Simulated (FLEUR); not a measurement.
**How the volume moves the moments of CrO2**

How does the volume change the magnetic state of CrO2?

Calculated with FLEUR MaX-R8.1; PBE with U = 3.5 eV on Cr d; all-electron FLAPW, Dirac cores, scalar-relativistic bands.

### Step 1. The structure

It takes space group P4_2/mnm (No. 136, tetragonal). The conventional cell has a = 4.421 Å, b = 4.421 Å, c = 2.917 Å, α = 90.00°, β = 90.00°, γ = 90.00°. Nearest to Cr lie 6 O at 1.88 to 1.92 Å. Nearest to O lie 3 Cr at 1.88 to 1.92 Å. Farther neighbours and most contacts between anions are not listed.

As a file:

```cif
data_structure
_symmetry_space_group_name_H-M 'P4_2/mnm'
_symmetry_Int_Tables_number 136
_cell_length_a 4.4210
_cell_length_b 4.4210
_cell_length_c 2.9170
_cell_angle_alpha 90.000
_cell_angle_beta 90.000
_cell_angle_gamma 90.000
_cell_volume 57.01
loop_
_atom_site_label
_atom_site_type_symbol
_atom_site_symmetry_multiplicity
_atom_site_Wyckoff_symbol
_atom_site_fract_x
_atom_site_fract_y
_atom_site_fract_z
_atom_site_occupancy
Cr1 Cr 2 a 0.00000 0.00000 0.00000 1
O1 O 4 f 0.30100 0.30100 0.00000 1
```

### Step 2. Factor 1, start ferro ++

The scan starts at the cell as given. A Hubbard U acts on the open shell, since semilocal functionals spread its electrons too much.

All lengths change alike; the factor is that of the volume. Atoms keep their fractional places. Spheres, Kmax and the mesh are the same at all points, the spheres being those of the tightest cell. inpgen writes inp.xml from crystal.txt; cutoffs, mixing, functional, smearing and local orbitals are then set in the file. The k list default-1 (kpts.xml, not shown) is a Γ-centred 8×8×8 mesh; where the ranks do not divide the number of points, some are split in two of half the weight.

Input file inp.xml:

```
<?xml version="1.0" encoding="UTF-8" standalone="no"?>
<fleurInput fleurInputVersion="0.39">
   <comment>
      CrO2
   </comment>
   <calculationSetup>
      <cutoffs Kmax="4.4" Gmax="13.2" GmaxXC="13.2" numbands="0"/>
      <scfLoop itmax="110" minDistance="0.0001" maxIterBroyd="15" imix="Anderson" alpha="0.05" precondParam="0.0" spinf="2.0" sdNocoIR="T"/>
      <coreElectrons ctail="T" frcor="F" kcrel="0" coretail_lmax="0"/>
      <xcFunctional name="pbe" relativisticCorrections="F"/>
      <magnetism jspins="2"/>
      <soc l_soc="F" theta="0.0" phi="0.0" spav="F"/>
      <expertModes spex="0" secvar="F"/>
      <geometryOptimization l_f="F" forcealpha="1.0" forcemix="BFGS" epsdisp="0.00001" epsforce="0.00001"/>
      <ldaU l_linMix="F" mixParam="0.05" spinf="1.0"/>
   </calculationSetup>
   <cell>
      <bzIntegration valenceElectrons="52.0" mode="hist" fermiSmearingEnergy="0.00183747">
         <kPointListSelection listName="default-1"/>
         <xi:include xmlns:xi="http://www.w3.org/2001/XInclude" href="kpts.xml"> </xi:include>
      </bzIntegration>
      <xi:include xmlns:xi="http://www.w3.org/2001/XInclude" href="sym.xml"> </xi:include>
      <bulkLattice scale="1.0">
         <bravaisMatrix>
            <row-1>    8.3544791968565999     0.0000000000000000     0.0000000000000000</row-1>
            <row-2>    0.0000000000000000     8.3544791968565999     0.0000000000000000</row-2>
            <row-3>    0.0000000000000000     0.0000000000000000     5.5123311054581992</row-3>
         </bravaisMatrix>
      </bulkLattice>
   </cell>
   <atomSpecies>
      <species name="Chromium (3.000" element="Cr" atomicNumber="24">
         <mtSphere radius="2.15" gridPoints="711" logIncrement="0.017"/>
         <atomicCutoffs lmax="8" lnonsphr="6"/>
         <electronConfig flipSpins="F">
            <coreConfig>(1s1/2) (2s1/2) (2p1/2) (2p3/2)</coreConfig>
            <valenceConfig>(3s1/2) (3p1/2) (3p3/2) (4s1/2) (3d3/2) (3d5/2)</valenceConfig>
            <stateOccupation state="(4s1/2)" spinUp="0.5" spinDown="0.5"/>
            <stateOccupation state="(3d3/2)" spinUp="1.0" spinDown="1.0"/>
            <stateOccupation state="(3d5/2)" spinUp="3.0" spinDown="0.0"/>
         </electronConfig>
         <energyParameters s="4" p="4" d="3" f="4"/>
         <ldaU l="2" U="3.5" J="0.0" l_amf="F"/>
         <lo type="SCLO" l="0" n="3" eDeriv="0"/>
         <lo type="SCLO" l="1" n="3" eDeriv="0"/>
      </species>
      <species name="Oxygen (O)" element="O" atomicNumber="8">
         <mtSphere radius="1.21" gridPoints="401" logIncrement="0.026"/>
         <atomicCutoffs lmax="6" lnonsphr="4"/>
         <electronConfig flipSpins="F">
            <coreConfig>(1s1/2)</coreConfig>
            <valenceConfig>(2s1/2) (2p1/2) (2p3/2)</valenceConfig>
            <stateOccupation state="(2p1/2)" spinUp="0.666667" spinDown="0.666667"/>
            <stateOccupation state="(2p3/2)" spinUp="1.333333" spinDown="1.333333"/>
         </electronConfig>
         <energyParameters s="2" p="2" d="3" f="4"/>
      </species>
   </atomSpecies>
   <atomGroups>
      <atomGroup species="Chromium (3.000">
         <relPos label="                   1">.0000000000 .0000000000 .0000000000</relPos>
         <relPos label="                   2">1.000/2.000 1.000/2.000 1.000/2.000</relPos>
         <force calculate="T" relaxXYZ="TTT"/>
      </atomGroup>
      <atomGroup species="Oxygen (O)">
         <relPos label="                   3">.3010000000 .3010000000 .0000000000</relPos>
         <relPos label="                   4">.1990000000 -.1990000000 1.000/2.000</relPos>
         <relPos label="                   5">-.3010000000 -.3010000000 .0000000000</relPos>
         <relPos label="                   6">-.1990000000 .1990000000 1.000/2.000</relPos>
         <force calculate="T" relaxXYZ="TTT"/>
      </atomGroup>
   </atomGroups>
   <output dos="F" band="F" slice="F">
      <bandDOS minEnergy="-.5*Htr" maxEnergy="0.5*Htr" sigma="0.015" storeEVData="T"/>
      <plotting iplot="0" polar="F">
         <plot TwoD="T" vec1="  1.0  0.0  0.0" vec2="  0.0  1.0  0.0" vec3="  0.0  0.0  1.0" zero="  0.0  0.0  0.0" file="plot"/>
      </plotting>
      <moessbauerParams electricFieldGradient="F" isomerShift="F" coreHyperfine="F" valenceHyperfine="F"/>
   </output>
</fleurInput>
```

Input file crystal.txt:

```
CrO2
&input film=F cartesian=F /
4.42100000000  0.00000000000  0.00000000000
0.00000000000  4.42100000000  0.00000000000
0.00000000000  0.00000000000  2.91700000000
1.8897261246
1.0 1.0 1.0

6
24 0.00000000000  0.00000000000  0.00000000000 : 3.000
24 0.50000000000  0.50000000000  0.50000000000 : 3.000
8 0.30100000000  0.30100000000  0.00000000000
8 0.19900000000  0.80100000000  0.50000000000
8 0.69900000000  0.69900000000  0.00000000000
8 0.80100000000  0.19900000000  0.50000000000

&kpt div1=8 div2=8 div3=8 gamma=T /
```

Command:

```
$ OMP_NUM_THREADS=1 inpgen -f crystal.txt > inpgen.log  # inp.xml is then edited as shown
$ OMP_NUM_THREADS=1 mpirun -n 4 fleur_MPI > fleur.log
```

What it wrote:

```text
Welcome to FLEUR        (www.flapw.de)
      MaX-Release 8.1          (www.max-centre.eu)

 ========== k-point set info ==========
 Selected k-point list: default-1
 k-point list type: mesh
 0 x 0 x 0
 Number of k points: 76

 ------------Calculation Setup---------------------------
 Number of MPI-tasks      :            4
 Number of PE/node        :            4
 Number of OMP-threads    :            1
 k-points in parallel     :            4
 pe's per k-point         :            1
 No of k-point loops      :           19
 Eigenvalue solver        :       lapack
 Number of basis functions:          608
 Approximate size of matrices (H+S) per k-point:         0.006 GB
 --------------------------------------------------------
 no density matrix found ... skipping LDA+U
 Reset of history
 Iteration:     1   Distance:      50.34179109 me/bohr^3
 Iteration:     2   Distance:      45.36907086 me/bohr^3
 Iteration:     3   Distance:      38.64577884 me/bohr^3
 Iteration:     4   Distance:      16.17756181 me/bohr^3
 Iteration:     5   Distance:      24.15059564 me/bohr^3
 Iteration:     6   Distance:      14.28692287 me/bohr^3
 Iteration:     7   Distance:       6.68516033 me/bohr^3
 Iteration:     8   Distance:       7.59573613 me/bohr^3
 Iteration:     9   Distance:       1.40626847 me/bohr^3
 Iteration:    10   Distance:       0.98636055 me/bohr^3
 Iteration:    11   Distance:       0.40532014 me/bohr^3
 Iteration:    12   Distance:       0.42930209 me/bohr^3
 Iteration:    13   Distance:       0.06176834 me/bohr^3
 Iteration:    14   Distance:       0.04832076 me/bohr^3
 Iteration:    15   Distance:       0.03757698 me/bohr^3
 Iteration:    16   Distance:       0.01138534 me/bohr^3
 Iteration:    17   Distance:       0.00896500 me/bohr^3
 Iteration:    18   Distance:       0.00798241 me/bohr^3
 Iteration:    19   Distance:       0.00674416 me/bohr^3
 Iteration:    20   Distance:       0.00352061 me/bohr^3
 Iteration:    21   Distance:       0.00245231 me/bohr^3
 Iteration:    22   Distance:       0.00071396 me/bohr^3
 Iteration:    23   Distance:       0.00028750 me/bohr^3
 Iteration:    24   Distance:       0.00057595 me/bohr^3
 Iteration:    25   Distance:       0.00007896 me/bohr^3

 ********************************************************************
 Run finished successfully
 Stop message:
   all done
 ********************************************************************

--- out.xml (last complete iteration) ---
<iteration numberForCurrentRun="   25" overallNumber="   25">
         [... left out ...]
         <bandgap value="0.0464952574" units="eV"/>
         <sumValenceSingleParticleEnergies value="-24.9298109716" units="Htr"/>
         <FermiEnergy value="0.2666516590" units="Htr"/>
         <valenceDensity>
            <mtCharges spin="1">
               <mtCharge atomType="1" total="7.2150357" s="1.1209869" p="3.1557074" d="2.8756601" f="0.0479939"/>
               <mtCharge atomType="2" total="1.8035661" s="0.5858827" p="1.2150865" d="0.0022733" f="0.0002793"/>
            </mtCharges>
            <mtCharges spin="2">
               <mtCharge atomType="1" total="4.9887363" s="1.1043222" p="3.1369292" d="0.6832193" f="0.0478342"/>
               <mtCharge atomType="2" total="1.9219935" s="0.5905004" p="1.3303967" d="0.0009242" f="0.0001447"/>
            </mtCharges>
            <spinDependentCharge spin="1" total="28.0000000" interstitial="6.3556641" mtSpheres="21.6443359"/>
            <spinDependentCharge spin="2" total="24.0000000" interstitial="6.3345531" mtSpheres="17.6654469"/>
            <totalCharge value="52.0000000000"/>
         </valenceDensity>
         [... left out ...]
         <magneticMomentsInMTSpheres units="muBohr">
            <globalMagMoment atomType="1" vec="0.00000   0.00000   2.22630"/>
            <localMagMoment atomType="1" vec="0.00000   0.00000   2.22630"/>
            <globalMagMoment atomType="2" vec="0.00000   0.00000  -0.11843"/>
            <localMagMoment atomType="2" vec="0.00000   0.00000  -0.11843"/>
         </magneticMomentsInMTSpheres>
         [... left out ...]
         <totalEnergy value="    -2402.5547521041" units="Htr">
            <sumOfEigenvalues value="    -1375.4192081991">
               <coreElectrons value="-1350.4893972274"/>
               <valenceElectrons value="-24.9298109716"/>
            </sumOfEigenvalues>
            <densityCoulombPotentialIntegral value="-3630.6893519453"/>
            <densityEffectivePotentialIntegral value="-3801.0860399762"/>
            <chargeDenXCDenIntegral value="-131.6633563771"/>
            <FockExchangeEnergyValence value="0.0000000000"/>
            <FockExchangeEnergyCore value="0.0000000000"/>
         [... left out ...]
            <dftUCorrection value="-0.2686137455"/>
            <tkbTimesEntropy value="0.0001870753"/>
            <freeEnergy value="-2402.5549391794"/>
            <extrapolationTo0K value="-2402.5548456417"/>
         </totalEnergy>
         [... left out ...]
         <ldaUDensityMatrixConvergence>
            <distance spin="1" distance="0.000003"/>
            <distance spin="2" distance="0.000003"/>
         </ldaUDensityMatrixConvergence>
         <densityConvergence units="me/bohr^3">
            <chargeDensity spin="1" distance="0.0000463315"/>
            <chargeDensity spin="2" distance="0.0000397203"/>
            <overallChargeDensity distance="0.0000789599"/>
            <spinDensity distance="0.0000348422"/>
         </densityConvergence>
      </iteration>
```

Elapsed: 2.1 min, on 4 MPI ranks of Arm Neoverse V1, shared host; peak memory 0.27 GiB; 8.4 min of CPU time.

Spin moment in the muffin-tin sphere by atom:

| atom | spin moment in the muffin-tin sphere (μB) |
| --- | --- |
| Cr1 | 2.23 |
| Cr2 | 2.23 |
| O3 | -0.12 |
| O4 | -0.12 |
| O5 | -0.12 |
| O6 | -0.12 |

Numbers from this step:

| Property | Result |
| --- | --- |
| free energy | -65376.8504 eV |
| program's band gap on this mesh (in a metal only a level spacing) | 0.04650 eV |
| magnetization | 4 μB |
| final state | ferromagnetic, with opposed induced moments |

After 25 cycles the largest moment stands at 2.23 μB.

### Step 3. Factor 1, start antiferro +-

inp.xml: that of step 2 with these lines changed.

```diff
@@ -46,2 +46,17 @@
       </species>
+      <species name="Chromium (-3.000" element="Cr" atomicNumber="24">
+         <mtSphere radius="2.15" gridPoints="711" logIncrement="0.017"/>
+         <atomicCutoffs lmax="8" lnonsphr="6"/>
+         <electronConfig flipSpins="F">
+            <coreConfig>(1s1/2) (2s1/2) (2p1/2) (2p3/2)</coreConfig>
+            <valenceConfig>(3s1/2) (3p1/2) (3p3/2) (4s1/2) (3d3/2) (3d5/2)</valenceConfig>
+            <stateOccupation state="(4s1/2)" spinUp="0.5" spinDown="0.5"/>
+            <stateOccupation state="(3d3/2)" spinUp="1.0" spinDown="1.0"/>
+            <stateOccupation state="(3d5/2)" spinUp="0.0" spinDown="3.0"/>
+         </electronConfig>
+         <energyParameters s="4" p="4" d="3" f="4"/>
+         <ldaU l="2" U="3.5" J="0.0" l_amf="F"/>
+         <lo type="SCLO" l="0" n="3" eDeriv="0"/>
+         <lo type="SCLO" l="1" n="3" eDeriv="0"/>
+      </species>
       <species name="Oxygen (O)" element="O" atomicNumber="8">
@@ -61,2 +76,5 @@
          <relPos label="                   1">.0000000000 .0000000000 .0000000000</relPos>
+         <force calculate="T" relaxXYZ="TTT"/>
+      </atomGroup>
+      <atomGroup species="Chromium (-3.000">
          <relPos label="                   2">1.000/2.000 1.000/2.000 1.000/2.000</relPos>
@@ -66,4 +84,7 @@
          <relPos label="                   3">.3010000000 .3010000000 .0000000000</relPos>
+         <relPos label="                   5">-.3010000000 -.3010000000 .0000000000</relPos>
+         <force calculate="T" relaxXYZ="TTT"/>
+      </atomGroup>
+      <atomGroup species="Oxygen (O)">
          <relPos label="                   4">.1990000000 -.1990000000 1.000/2.000</relPos>
-         <relPos label="                   5">-.3010000000 -.3010000000 .0000000000</relPos>
          <relPos label="                   6">-.1990000000 .1990000000 1.000/2.000</relPos>
```

crystal.txt: that of step 2 with these lines changed.

```diff
@@ -10,3 +10,3 @@
 24 0.00000000000  0.00000000000  0.00000000000 : 3.000
-24 0.50000000000  0.50000000000  0.50000000000 : 3.000
+24 0.50000000000  0.50000000000  0.50000000000 : -3.000
 8 0.30100000000  0.30100000000  0.00000000000
```

What it wrote:

```text
[banner, memory and clock lines left out]
Welcome to FLEUR        (www.flapw.de)
      MaX-Release 8.1          (www.max-centre.eu)

 ========== k-point set info ==========
 Selected k-point list: default-1
 k-point list type: mesh
 0 x 0 x 0
 Number of k points: 108

 [... set-up left out ...]
 no density matrix found ... skipping LDA+U
 Reset of history
 Iteration:     1   Distance:      51.03655001 me/bohr^3
 Iteration:     2   Distance:      45.74287781 me/bohr^3
 Iteration:     3   Distance:      39.08468015 me/bohr^3
 Iteration:     4   Distance:      32.90410328 me/bohr^3
 Iteration:     5   Distance:      31.09900891 me/bohr^3
 Iteration:     6   Distance:      29.88654903 me/bohr^3
 Iteration:     7   Distance:      22.41349860 me/bohr^3
 Iteration:     8   Distance:      21.89939985 me/bohr^3
[... lines left out ...]
[... 21 iterations left out ...]
[... lines left out ...]
 Iteration:    36   Distance:       0.00130662 me/bohr^3
 Iteration:    37   Distance:       0.00093041 me/bohr^3
 Iteration:    38   Distance:       0.00052028 me/bohr^3
 Iteration:    39   Distance:       0.00033095 me/bohr^3
 Iteration:    40   Distance:       0.00011338 me/bohr^3
 Iteration:    41   Distance:       0.00005090 me/bohr^3

 ********************************************************************
 Run finished successfully
 Stop message:
   all done
 ********************************************************************

--- out.xml (last complete iteration) ---
<iteration numberForCurrentRun="   41" overallNumber="   41">
         [... left out ...]
         <bandgap value="0.0613397781" units="eV"/>
         <sumValenceSingleParticleEnergies value="-25.0497099157" units="Htr"/>
         <FermiEnergy value="0.2708206496" units="Htr"/>
         [... left out ...]
         <magneticMomentsInMTSpheres units="muBohr">
            <globalMagMoment atomType="1" vec="0.00000   0.00000   1.92742"/>
            <globalMagMoment atomType="2" vec="0.00000   0.00000  -1.92740"/>
            <globalMagMoment atomType="3" vec="0.00000   0.00000  -0.01737"/>
            <globalMagMoment atomType="4" vec="0.00000   0.00000   0.01736"/>
         </magneticMomentsInMTSpheres>
         [... left out ...]
         <totalEnergy value="    -2402.5426183129" units="Htr">
            <sumOfEigenvalues value="    -1375.7259472282">
               <coreElectrons value="-1350.6762373125"/>
               <valenceElectrons value="-25.0497099157"/>
            </sumOfEigenvalues>
         [... left out ...]
            <freeEnergy value="-2402.5426976839"/>
            <extrapolationTo0K value="-2402.5426579984"/>
         </totalEnergy>
         [... left out ...]
         <ldaUDensityMatrixConvergence>
            <distance spin="1" distance="0.000002"/>
            <distance spin="2" distance="0.000005"/>
         </ldaUDensityMatrixConvergence>
         <densityConvergence units="me/bohr^3">
            <chargeDensity spin="1" distance="0.0000208418"/>
            <chargeDensity spin="2" distance="0.0000391519"/>
            <overallChargeDensity distance="0.0000366582"/>
            <spinDensity distance="0.0000508987"/>
         </densityConvergence>
      </iteration>
```

The job ended after 5.1 min (4 MPI ranks; peak memory 0.33 GiB).

Spin moment in the muffin-tin sphere by atom:

| atom | spin moment in the muffin-tin sphere (μB) |
| --- | --- |
| Cr1 | 1.93 |
| Cr2 | -1.93 |
| O3 | -0.02 |
| O4 | 0.02 |
| O5 | -0.02 |
| O6 | 0.02 |

Read from the output:

```yaml
free_energy: -65376.5173 eV
program_s_band_gap_on_this_mesh_in_a_metal_only_a_level_spacing: 0.06134 eV
magnetization: 0 μB
final_state: antiferromagnetic
```

After 41 cycles the largest moment stands at 1.93 μB.

(Continued in part 2 of 2.)

[Logs and program files are shortened in this print: banners, set-up blocks, solver, clock and traceback lines can be left out without a mark of their own.]

[Logs are printed without paths, hosts, clocks, repeated set-up lines and the standing remarks that a program may print on its own settings, such as how far it seeks lower states.]

[Hosts, paths, dates, database ids (printed as entryN), source tags and the programs' standing remarks are cut or masked in the printed files.]

[Where a cell is said to come from a database of computed structures, the database is the Materials Project.]
